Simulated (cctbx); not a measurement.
**Accept or mend?**

Cell a = 3.9410 Å, b = 3.9410 Å, c = 9.7600 Å, α = 90.00°, β = 90.00°, γ = 90.00°; space group P4/nmm (no. 129, origin choice 1).

The data are simulated with cctbx, not measured: synchrotron X-rays, λ = 0.4959 Å, to d = 0.7 Å, 50 % of the full sphere, strongest reflection 20000 counts, noise from counting, a 2 % proportional error and a noise floor of 2 counts (s.d.); no absorption, and some extinction, which the refinements don't model.

An isotropic refinement with weights 1/σ² prints:

```text
Rint 0.022, 169 unique reflections to 0.70 A
cycle     R1     wR2    GooF  max shift (A)
   1  0.6994  0.9432  54.014   0.36604
   6  0.0094  0.0198   1.132   0.00000
final R1 0.0094 wR2 0.0198 GooF 1.132  parameters 6  data/parameter 28.2
atom        x        y        z      Ueq    occ   su(xyz)  su(Uiso or U11)
Yb1    0.00000  0.50000  0.76702   0.0037  1.000  0.00002  0.0001
As1    0.50000  0.00000  0.65905   0.0037  1.000  0.00006  0.0001
As2    0.50000  0.50000  0.00000   0.0033  1.000  0.00000  0.0001
Zn1    0.50000  0.50000  0.50000   0.0045  1.000  0.00000  0.0001
difference map: max 0.71 min -1.73 rms 0.19
Q1    0.0000  0.0000  0.2623    4    0.72  1.99 A from Yb1
Q2    0.0000  0.3441  0.6137    8    0.52  1.62 A from Yb1
Q3    0.2433  0.2567  0.2897    8    0.48  1.45 A from As1
Q4    0.2500  0.2500  0.0000    4    0.48  1.39 A from As2
Q5    0.0000  0.2385  0.2512    8    0.46  1.35 A from As1
Q6    0.1208  0.2200  0.7839   16    0.43  1.21 A from Yb1
```

**Question.** Can this result stand? If not, what is the likely fault?

It can stand. The set-up had a fault (start far from the minimum), but the refinement still reached the right minimum: R1 = 0.0094, wR2 = 0.0198, GooF = 1.13 against R1 = 0.0094, wR2 = 0.0198, GooF = 1.13 for the right model.

The compound is YbZnAs2. The right model at the same level gives:

```text
Rint 0.022, 169 unique reflections to 0.70 A
cycle     R1     wR2    GooF  max shift (A)
   1  0.1713  0.3595  20.589   0.05023
   2  0.0094  0.0198   1.132   0.00000
final R1 0.0094 wR2 0.0198 GooF 1.132  parameters 6  data/parameter 28.2
atom        x        y        z      Ueq    occ   su(xyz)  su(Uiso or U11)
Yb1    0.00000  0.50000  0.76702   0.0037  1.000  0.00002  0.0001
As1    0.50000  0.00000  0.65905   0.0037  1.000  0.00006  0.0001
As2    0.50000  0.50000  0.00000   0.0033  1.000  0.00000  0.0001
Zn1    0.50000  0.50000  0.50000   0.0045  1.000  0.00000  0.0001
difference map: max 0.71 min -1.73 rms 0.19
Q1    0.0000  0.0000  0.2623    4    0.72  1.99 A from Yb1
Q2    0.0000  0.3441  0.6137    8    0.52  1.62 A from Yb1
Q3    0.2433  0.2567  0.2897    8    0.48  1.45 A from As1
Q4    0.2500  0.2500  0.0000    4    0.48  1.39 A from As2
Q5    0.0000  0.2385  0.2512    8    0.46  1.35 A from As1
Q6    0.1208  0.2200  0.7839   16    0.43  1.21 A from Yb1
```

The model was made for the exercise: a known structure type with other elements put in, its volume estimated, not relaxed; displacement parameters are assumed.

[Middle refinement cycles are left out of these outputs.]

[Logs are printed without paths, hosts, clocks, repeated set-up lines and the standing remarks that a program may print on its own settings, such as how far it seeks lower states.]
